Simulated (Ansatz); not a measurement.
# Moving the knobs of a GW run on Si3N4 (I-43d)

A base run on Si3N4 (I-43d), then changed inputs.

Main program and level: Ansatz 0.2.0; G0W0 on LDA, plane waves, PAW; PAW set soft_1.

In doubt: masses and optical values from hybrid runs of this build are listed as unsure (step 5), which bears on the screening that GW takes from such a start.

## Step 1: Starting point

It takes space group I-43d (No. 220, cubic). Conventional cell: a = 6.475 Å, b = 6.475 Å, c = 6.475 Å, α = 90.00°, β = 90.00°, γ = 90.00°. Nearest to Si lie 4 N at 1.75 Å. Nearest to N lie 3 Si at 1.75 Å. Farther neighbours and most contacts between anions are not listed.

As a file:

```xyz
14
Lattice="-3.2374 3.2374 3.2374 3.2374 -3.2374 3.2374 3.2374 3.2374 -3.2374" Properties=species:S:1:pos:R:3 pbc="T T T"
Si    2.4280    3.2374   -1.6187
Si   -1.6187    2.4280    3.2374
Si    0.8093    3.2374    1.6187
Si    1.6187    0.8093    3.2373
Si    3.2374   -1.6187    2.4280
Si    3.2374    1.6187    0.8093
N     1.8220    1.8220    1.8220
N     0.2033   -0.2033    3.0340
N     1.4154    4.6527   -1.4154
N     3.0340    0.2033   -0.2033
N    -1.4154    1.4154    4.6527
N     0.2033    0.2033    0.2033
N     4.6527   -1.4154    1.4154
N    -0.2033    3.0340    0.2033
```

The cell and positions come from the Crystallography Open Database and are kept as given unless a step says otherwise. This is not the form that Si3N4 usually takes at ambient conditions.

## Step 2: The base run: 2×2×2 mesh, 308 empty bands, screening to 100 eV, PAW set soft_1 files

Now the one-shot GW correction: screening in the RPA, then the self-energy of the levels asked for. This step takes PAW set soft_1 files.

input.yaml

```yaml
crystal:
  lattice:
    - [-3.23735, 3.23735, 3.23735]
    - [3.23735, -3.23735, 3.23735]
    - [3.23735, 3.23735, -3.23735]
  atoms:
    - { symbol: Si, position: [0.25, 0.125, 0.875] }
    - { symbol: Si, position: [0.875, 0.25, 0.125] }
    - { symbol: Si, position: [0.75, 0.375, 0.625] }
    - { symbol: Si, position: [0.625, 0.75, 0.375] }
    - { symbol: Si, position: [0.125, 0.875, 0.25] }
    - { symbol: Si, position: [0.375, 0.625, 0.75] }
    - { symbol: "N", position: [0.5628, 0.5628, 0.5628] }
    - { symbol: "N", position: [0.4372, 0.5, 0.0] }
    - { symbol: "N", position: [0.5, 0.0, 0.9372] }
    - { symbol: "N", position: [0.0, 0.4372, 0.5] }
    - { symbol: "N", position: [0.9372, 0.5, 0.0] }
    - { symbol: "N", position: [0.0628, 0.0628, 0.0628] }
    - { symbol: "N", position: [0.0, 0.9372, 0.5] }
    - { symbol: "N", position: [0.5, 0.0, 0.4372] }
kpoints:
  mp_grid: { grid: [2, 2, 2] }
hamiltonian:
  xc: lda
  pseudopotentials: { kind: paw, azcp: { folder: soft_1 }, xc_functional: pbe }
scf:
  occupations: { method: fixed }
gw:
  n_empty_bands: 308
  ecut_chi: 100
  qp_bands: [v4, c4]
  qp_kpoints: band_edges
  screening: { model: contour_deformation }
```

Started as:

```
$ ansatz run input.yaml --threads 3 --pin off --max-ram 92160MiB --backend cuda --events-out ev --progress --plain --runs-dir out --devices 1 --max-vram 13GiB
```

Numbers of over 12 decimals in the logs are rounded to 6 here.

Log:

```text
GPUs: using 1 of 1 available (devices: 1).
Engine: ansatz 0.2.0, x86_64-unknown-linux-gnu
Pseudopotentials: kind: paw
Pseudopotential: Si, paw, valence charge 4, recommended cutoff 420 eV (normal), soft_1/Si.paw.azcp
Pseudopotential: N, paw, valence charge 5, recommended cutoff 420 eV (normal), soft_1/N.paw.azcp
Functional definition: SPW92
  exchange = slater_x
  correlation = pw_c
device memory: the entry about to start is reckoned to put 2.5 GiB on a device that reports 49.4 GiB free (of which the cap on the GPU budget leaves the run 13.0 GiB)
GPU FFT provider: cuFFT
GPU libraries: cuBLAS 13.8.2, cuFFT 12.4.0, cuSOLVER 12.3.4
Crystal: 14 atoms, lattice volume = 135.715 Å³
Basis set: ecut = 420 eV, 2659 PW (Γ)
Bands: 46, of which v1, the nominal top of the filled ones, is band 32 counted from 1 (31 counted from 0)
Symmetry: 24 space group operations
Space group: I-43d (ITA 220), of the structure as read, at distance tolerance 5.1e-5 Å
k-points: 3 of 8
Non-local potential: Si, projectors of the file, l = 0: 2, l = 1: 2, l = 2: 1
Non-local potential: N, projectors of the file, l = 0: 2, l = 1: 2, l = 2: 1
PAW form: soft (Blöchl's): semilocal exchange-correlation on the pseudo side does not see the compensation charge
PAW frozen core: Si, regenerated for the run's functional, and the local potential with it (the file was generated under x = pbe(κ = 0.804, μ = 0.219515), c = pbe(β = 0.066725))
PAW frozen core: N, regenerated for the run's functional, and the local potential with it (the file was generated under x = pbe(κ = 0.804, μ = 0.219515), c = pbe(β = 0.066725))
PAW one-centre angular grid: Si, 110 points (default); XC on 64 Gauss nodes
PAW one-centre angular grid: N, 110 points (default); XC on 64 Gauss nodes
Initial density: superposition of atomic densities (chi_scale 0.1, normalization cell, long waves kept (reshape's long-wave potential 0.00 eV rms))
Initial wavefunctions: pseudopotential atomic-orbital guess
GPU buffer pool allocated for 64000 grid points (all kernels)
GPU transforms: local potential and band sums: pruned to the plane-wave sphere, on 40×40×40
Functional: x = slater, c = lda
SCF iter   1: F=—  HF=-6670.294873 eV  |F-HF|=—  |Δ(HF+E_count)|=         —  Δρ=1.54e-1  dr2=3.35e1  ethr=3.10e-3  ⟨swp⟩=5.0  Hψ=542  notcnv=0  defer=26
preconditioner: auto → Resta (q_TF=auto, 2.407 Å⁻¹)  ε∞=3.8  [insulator: Δε(μ)=5.767 eV  Ē_g=15.121 eV  n_scr=42 (ndim 8)  ℏωp=25.5 eV  f_vac=0.000  ε∞_Penn≈3.8]
SCF iter   2: F=—  HF=-6659.986563 eV  |F-HF|=—  |Δ(HF+E_count)|=    1.03e1  Δρ=4.96e-2  dr2=1.88e0  ethr=3.10e-3  ⟨swp⟩=3.7  Hψ=363  notcnv=0  defer=26
SCF iter   3: F=—  HF=-6659.511490 eV  |F-HF|=—  |Δ(HF+E_count)|=   4.75e-1  Δρ=2.44e-2  dr2=4.46e-1  ethr=2.94e-3  ⟨swp⟩=1.0  Hψ=146  notcnv=0  defer=21
[...]
NSCF: frozen V_eff on 3 k-points
G₀W₀ screening: q 1/3
[... further progress lines ...]
device memory: the entry about to start is reckoned to put 0.7 GiB on a device that reports 46.3 GiB free (of which the cap on the GPU budget leaves the run 13.0 GiB)
NSCF: frozen V_eff on 1 k-points
SCF converged after 7 iterations
Free energy (F): -6659.394462 eV
Harris-Foulkes:  -6659.394462 eV  (|F-HF|=1.70e-8)
Internal energy: -6659.394462 eV  (E = F + TS)
E sigma→0 (E₀):  -6659.394462 eV
Fermi energy:    9.047798 eV
--- Per-component energies (eV) ---
  E_band       = 123.622833
  E_kinetic    = 1325.450547
  E_local      = -1638.449310  (includes V_loc(G=0)·N_el)
  E_nonlocal   = 420.731109
  E_hartree    = 553.044366
  E_xc         = -817.895992
  E_vxc        = -903.139444  (∫ρ·V_xc dr)
  E_paw        = -3865.126066  (= ΣΔE_a)
  E_vpaw       = -187.069663  (= ΣTr[D̂ρ^β])
  E_aug_tail   = 0.007121  (compensation charges beyond the density's cutoff)
  E_ewald      = -2638.302572
  E_core_change = 1.146337  (= ΣΔE_core)
  E_smearing   = -0.000000  (= −TS)
  E_closure    = 0.000000  (closes the sum)
  Σ components = -6659.394462   (vs F -6659.394462, Δ=0.00e0)
--- Band table (eV) ---
  k-point 0: bands = [... 28 lower, 8.8983, 8.8983, 8.8983, 8.9991, 13.5065, 13.5065, 13.6110, 13.6110, ... 10 higher]
  k-point 1: bands = [... 28 lower, 7.7636, 7.7636, 9.0478, 9.0478, 13.8550, 13.8550, 14.8924, 14.8924, ... 10 higher]
  k-point 2: bands = [... 28 lower, 7.1284, 7.1284, 7.8412, 7.8412, 14.2883, 14.2883, 14.2883, 14.2883, ... 10 higher]
--- G₀W₀: contour deformation, 5 samples at zero and on the imaginary axis and 1 off it, 8 q-points, 308 empty bands' worth ---
  eigenvalues of the whole cell's RPA ε∞ on this k-mesh (on a slab, of 1 + 4πα/V) = 4.7385, 4.7385, 4.7385; static W/v taken at q = 0 is 0.211036
  bands read: the sum over 340 bands ends inside a degenerate multiplet in 2 slots, whose members it reads at an even weight; the widest, k=2: bands 339 to 344 (counted from 1) at 2/6 each
  gw.qp_kpoints: band_edges: 3 of 3 stored k-points solved, in 1 pass; an edge of the gap read off the rows below is read off those points alone
    ik  band        ε_KS         Σx   Σc(E_QP)       V_xc       Z   E_QP_lin       E_QP  E_QP is
     0    29      8.8983   -21.7412     3.4804   -17.7902  0.7864     8.4257     8.4276  root
     0    30      8.8983   -21.7412     3.4804   -17.7902  0.7864     8.4257     8.4276  root
     0    31      8.8983   -21.7412     3.4804   -17.7902  0.7864     8.4257     8.4276  root
     0    32      8.9991   -21.8555     3.5944   -17.7674  0.7858     8.5034     8.5055  root
     0    33     13.5065    -6.8554    -4.4661   -12.3904  0.8283    14.5836    14.5754  root
     0    34     13.5065    -6.8554    -4.4661   -12.3904  0.8283    14.5836    14.5754  root
     0    35     13.6110    -8.7529    -4.4920   -14.4079  0.8199    14.7840    14.7740  root
     0    36     13.6110    -8.7529    -4.4920   -14.4079  0.8199    14.7840    14.7740  root
[...]
2    33     14.2883    -6.8097    -4.6907   -12.5895  0.8242    15.3867    15.3774  root
     2    34     14.2883    -6.8097    -4.6907   -12.5895  0.8242    15.3867    15.3774  root
     2    35     14.2883    -6.8097    -4.6907   -12.5895  0.8242    15.3867    15.3774  root
     2    36     14.2883    -6.8097    -4.6907   -12.5895  0.8242    15.3867    15.3774  root
```

It took 6.7 s on 1 × NVIDIA H100 80GB HBM3 (shared by 6 runs) with 3 threads of AMD EPYC 7R13 (Zen 3), shared host; peak memory 1.1 GiB.

The column dr2 measures how far the density is from self-consistency, as an energy; F and HF (Harris–Foulkes) agree once it is small.

Numbers from this step:

```
bands summed                                 : 340
RPA ε∞ on this mesh (eigenvalues)            : 4.739, 4.739, 4.739
plane waves in the screening matrix          : 321
q-points in the mesh                         : 8
G0W0 gap on the mesh                         : 5.989 eV
k of the valence top                         : 0, 0, -0.5
k of the conduction bottom                   : 0, 0, 0
starting gap on the mesh                     : 4.459 eV
Z at the valence top                         : 0.7864
Z at the conduction bottom                   : 0.8283
least direct G0W0 gap on the computed points : 6.070 eV
```

The gap on the mesh goes from 4.46 eV to 5.99 eV, a correction of +1.53 eV. Between the two edge states, bare exchange in place of the xc potential would open the gap by 9.52 eV, and correlation takes back 7.99 eV.

## Step 3: Variant: guard bands

input.yaml: that of step 2 with these lines changed.

```diff
@@ -28,4 +28,4 @@
 gw:
-  n_empty_bands: 308
-  ecut_chi: 100
+  n_empty_bands: 220
+  ecut_chi: 80
   qp_bands: [v4, c4]
@@ -33 +33,2 @@
   screening: { model: contour_deformation }
+  n_guard_bands: 12
```

Log:

```text
GPUs: using 1 of 1 available (devices: 1).
[...]
GPU FFT provider: cuFFT
GPU libraries: cuBLAS 13.8.2, cuFFT 12.4.0, cuSOLVER 12.3.4
Crystal: 14 atoms, lattice volume = 135.715 Å³
Basis set: ecut = 420 eV, 2659 PW (Γ)
Bands: 46, of which v1, the nominal top of the filled ones, is band 32 counted from 1 (31 counted from 0)
[... 1 set-up line as in the run before ...]
[...]
k-points: 3 of 8
[...]
GPU buffer pool allocated for 64000 grid points (all kernels)
[...]
SCF iter   1: F=—  HF=-6670.294873 eV  |F-HF|=—  |Δ(HF+E_count)|=         —  Δρ=1.54e-1  dr2=3.35e1  ethr=3.10e-3  ⟨swp⟩=5.0  Hψ=542  notcnv=0  defer=26
[...]
SCF iter   7: F=-6659.394462 eV  HF=-6659.394462 eV  |F-HF|=1.70e-8  |Δ(HF+E_count)|=   5.51e-7  Δρ=5.92e-6  dr2=4.33e-8  ethr=1.56e-10  ⟨swp⟩=12.0  Hψ=784  notcnv=0
SCF 1 converged in 7 iterations: F = -6659.394462 eV  dr2 = 4.33e-8
[...]
0    29      8.8983   -21.7412     3.6532   -17.7902  0.7889     8.5997     8.6004  root
     0    30      8.8983   -21.7412     3.6532   -17.7902  0.7889     8.5997     8.6004  root
     0    31      8.8983   -21.7412     3.6532   -17.7902  0.7889     8.5997     8.6004  root
     0    32      8.9991   -21.8555     3.7643   -17.7674  0.7883     8.6745     8.6754  root
     0    33     13.5065    -6.8554    -4.3708   -12.3904  0.8290    14.6805    14.6707  root
     0    34     13.5065    -6.8554    -4.3708   -12.3904  0.8290    14.6805    14.6707  root
     0    35     13.6110    -8.7529    -4.3931   -14.4079  0.8214    14.8847    14.8729  root
     0    36     13.6110    -8.7529    -4.3931   -14.4079  0.8214    14.8847    14.8729  root
[...]
2    33     14.2883    -6.8097    -4.6039   -12.5895  0.8249    15.4752    15.4642  root
     2    34     14.2883    -6.8097    -4.6039   -12.5895  0.8249    15.4752    15.4642  root
     2    35     14.2883    -6.8097    -4.6039   -12.5895  0.8249    15.4752    15.4642  root
     2    36     14.2883    -6.8097    -4.6039   -12.5895  0.8249    15.4752    15.4642  root
[key lines of the parts left out:]
SCF converged after 7 iterations
Free energy (F): -6659.394462 eV
Fermi energy:    9.047798 eV
```

Wall time 6 s (1 × NVIDIA H100 80GB HBM3 (shared by 6 runs) with 3 threads); peak memory 1.1 GiB; 7.4 s of CPU time.

The G0W0 gap on the mesh is 5.910 eV.

Against the base:

```csv
setting,base,variant
empty bands,308,220
screening cutoff (eV),100,80
n guard bands,-,12
```

```csv
quantity,variant,base
starting gap on the mesh,4.459,4.459
G0W0 gap on the mesh,5.910,5.989
least direct G0W0 gap on the computed points,5.995,6.070
Z at the valence top,0.789,0.786
Z at the conduction bottom,0.829,0.828
```

## Step 4: Variant: larger pair-density box

input.yaml: that of step 3 with these lines changed.

```diff
@@ -28,4 +28,4 @@
 gw:
-  n_empty_bands: 220
-  ecut_chi: 80
+  n_empty_bands: 308
+  ecut_chi: 100
   qp_bands: [v4, c4]
@@ -33,2 +33,2 @@
   screening: { model: contour_deformation }
-  n_guard_bands: 12
+  ecutfock_ratio: 2
```

Log:

```text
GPUs: using 1 of 1 available (devices: 1).
[...]
GPU FFT provider: cuFFT
GPU libraries: cuBLAS 13.8.2, cuFFT 12.4.0, cuSOLVER 12.3.4
Crystal: 14 atoms, lattice volume = 135.715 Å³
Basis set: ecut = 420 eV, 2659 PW (Γ)
Bands: 46, of which v1, the nominal top of the filled ones, is band 32 counted from 1 (31 counted from 0)
[... 1 set-up line as in the run before ...]
[...]
k-points: 3 of 8
[...]
GPU buffer pool allocated for 64000 grid points (all kernels)
[...]
SCF iter   1: F=—  HF=-6670.294873 eV  |F-HF|=—  |Δ(HF+E_count)|=         —  Δρ=1.54e-1  dr2=3.35e1  ethr=3.10e-3  ⟨swp⟩=5.0  Hψ=542  notcnv=0  defer=26
[...]
SCF iter   7: F=-6659.394462 eV  HF=-6659.394462 eV  |F-HF|=1.70e-8  |Δ(HF+E_count)|=   5.51e-7  Δρ=5.92e-6  dr2=4.33e-8  ethr=1.56e-10  ⟨swp⟩=12.0  Hψ=784  notcnv=0
SCF 1 converged in 7 iterations: F = -6659.394462 eV  dr2 = 4.33e-8
[...]
G₀W₀ screening: q 1/3
[...]
0    29      8.8983   -21.7412     3.4804   -17.7902  0.7864     8.4257     8.4276  root
     0    30      8.8983   -21.7412     3.4804   -17.7902  0.7864     8.4257     8.4276  root
     0    31      8.8983   -21.7412     3.4804   -17.7902  0.7864     8.4257     8.4276  root
     0    32      8.9991   -21.8555     3.5944   -17.7674  0.7858     8.5034     8.5055  root
     0    33     13.5065    -6.8554    -4.4661   -12.3904  0.8283    14.5836    14.5754  root
     0    34     13.5065    -6.8554    -4.4661   -12.3904  0.8283    14.5836    14.5754  root
     0    35     13.6110    -8.7529    -4.4920   -14.4079  0.8199    14.7840    14.7740  root
     0    36     13.6110    -8.7529    -4.4920   -14.4079  0.8199    14.7840    14.7740  root
[...]
2    33     14.2883    -6.8097    -4.6907   -12.5895  0.8242    15.3867    15.3774  root
     2    34     14.2883    -6.8097    -4.6907   -12.5895  0.8242    15.3867    15.3774  root
     2    35     14.2883    -6.8097    -4.6907   -12.5895  0.8242    15.3867    15.3774  root
     2    36     14.2883    -6.8097    -4.6907   -12.5895  0.8242    15.3867    15.3774  root
[key lines of the parts left out:]
SCF converged after 7 iterations
Free energy (F): -6659.394462 eV
Fermi energy:    9.047798 eV
```

It took 8 s on 1 × NVIDIA H100 80GB HBM3 (shared by 6 runs) with 3 threads; peak memory 1.1 GiB.

The G0W0 gap on the mesh is 5.989 eV.

Against the base:

```csv
setting,base,variant
ecutfock ratio,-,2
```

```csv
quantity,variant,base
starting gap on the mesh,4.459,4.459
G0W0 gap on the mesh,5.989,5.989
least direct G0W0 gap on the computed points,6.070,6.070
Z at the valence top,0.786,0.786
Z at the conduction bottom,0.828,0.828
```

## Step 5: Variant: starting point

This step: G0W0 on r2SCAN0, plane waves, PAW; PAW set soft_1.

input.yaml: that of step 4 with these lines changed.

```diff
@@ -23,4 +23,4 @@
 hamiltonian:
-  xc: lda
-  pseudopotentials: { kind: paw, azcp: { folder: soft_1 }, xc_functional: pbe }
+  xc: r2scan0
+  pseudopotentials: { kind: paw, azcp: { folder: soft_1 } }
 scf:
@@ -33,2 +33 @@
   screening: { model: contour_deformation }
-  ecutfock_ratio: 2
```

Log:

```text
GPUs: using 1 of 1 available (devices: 1).
[...]
davidson cushion auto → on  (no smearing: the cushion is to keep the highest requested band from converging to the state above it; pin scf.eigensolver.cushion to override)
[...]
GPU FFT provider: cuFFT
GPU libraries: cuBLAS 13.8.2, cuFFT 12.4.0, cuSOLVER 12.3.4
Crystal: 14 atoms, lattice volume = 135.715 Å³
Basis set: ecut = 500 eV, 3463 PW (Γ), exchange–correlation on 180×180×180 points (64 copies of the dense FFT grid, shifted against one another)
Bands: 46, of which v1, the nominal top of the filled ones, is band 32 counted from 1 (31 counted from 0)
[... 1 set-up line as in the run before ...]
[...]
k-points: 3 of 8
[...]
GPU buffer pool allocated for 91125 grid points (all kernels)
[...]
iter 1 solved again at ethr=5.33e-2 eV; its pass at ethr=1.00e-1 eV (dr2=3.41e1 eV) is discarded
[...]
0    29      7.6849   -21.9443     3.0929   -19.2333  0.8294     8.0661     8.0668  root
     0    30      7.6849   -21.9443     3.0929   -19.2333  0.8294     8.0661     8.0668  root
     0    31      7.6849   -21.9443     3.0929   -19.2333  0.8294     8.0661     8.0668  root
     0    32      7.7395   -21.9893     3.1800   -19.1879  0.8287     8.1173     8.1180  root
     0    33     15.0601    -6.3846    -3.9787   -10.4503  0.8638    15.1472    15.1471  root
     0    34     15.0601    -6.3846    -3.9787   -10.4503  0.8638    15.1472    15.1471  root
     0    35     15.1676    -8.2195    -4.0110   -12.4602  0.8577    15.3975    15.3972  root
     0    36     15.1676    -8.2195    -4.0110   -12.4602  0.8577    15.3975    15.3972  root
[...]
2    33     15.9113    -6.4360    -4.1456   -10.6660  0.8605    15.9958    15.9958  root
     2    34     15.9113    -6.4360    -4.1456   -10.6660  0.8605    15.9958    15.9958  root
     2    35     15.9113    -6.4360    -4.1456   -10.6660  0.8605    15.9958    15.9958  root
     2    36     15.9113    -6.4360    -4.1456   -10.6660  0.8605    15.9958    15.9958  root
[key lines of the parts left out:]
Free energy (F): -6926.721329 eV
Fermi energy:    7.827911 eV
```

Wall time 43 s (1 × NVIDIA H100 80GB HBM3 (shared by 6 runs) with 3 threads); peak memory 1.5 GiB.

The G0W0 gap on the mesh is 6.927 eV.

Against the base:

```csv
setting,base,variant
start,LDA,r2SCAN0
```

```csv
quantity,variant,base
starting gap on the mesh,7.232,4.459
G0W0 gap on the mesh,6.927,5.989
least direct G0W0 gap on the computed points,7.029,6.070
Z at the valence top,0.829,0.786
Z at the conduction bottom,0.864,0.828
```

## Step 6: Results

| Item | Value |
| --- | --- |
| base | 5.99 eV, 6.7 s |
| guard bands | 5.91 eV, 6 s |
| larger pair-density box | 5.99 eV, 8 s |
| starting point | 6.93 eV, 43 s |

**Reading.** Guard bands: the gap moves by −0.08 eV. The variant differs from the base in empty bands, screening cutoff and n guard bands together, so the change can't be laid to one of them. Larger pair-density box: the gap moves by +0.00 eV. Starting point: the gap moves by +0.94 eV and the time by a factor of 6.4 (the plane-wave cutoff goes from 420 to 500 eV). All runs here use a coarse mesh and modest cutoffs; they test settings and are not final values. The 2×2×2 mesh is coarse for this cell (its supercell is 11 Å along the shortest edge). The RPA ε∞ on it, from the LDA start, is 4.74; such meshes misread the long-range screening, most where the gap is narrow.

[Paths, hosts, dates, memory and timing lines, banners, echoed tables and standing remarks are left out of the program output.]

[Logs are printed without paths, hosts, clocks, repeated set-up lines and the standing remarks that a program may print on its own settings, such as how far it seeks lower states.]

[Runs of the session that timed out or met a known fault of the program may be left out.]

[Cells called generated may have been cut or substituted from an entry of the Crystallography Open Database or the Materials Project.]

[Hosts, paths, dates, database ids (printed as entryN), source tags and the programs' standing remarks are cut or masked in the printed files.]
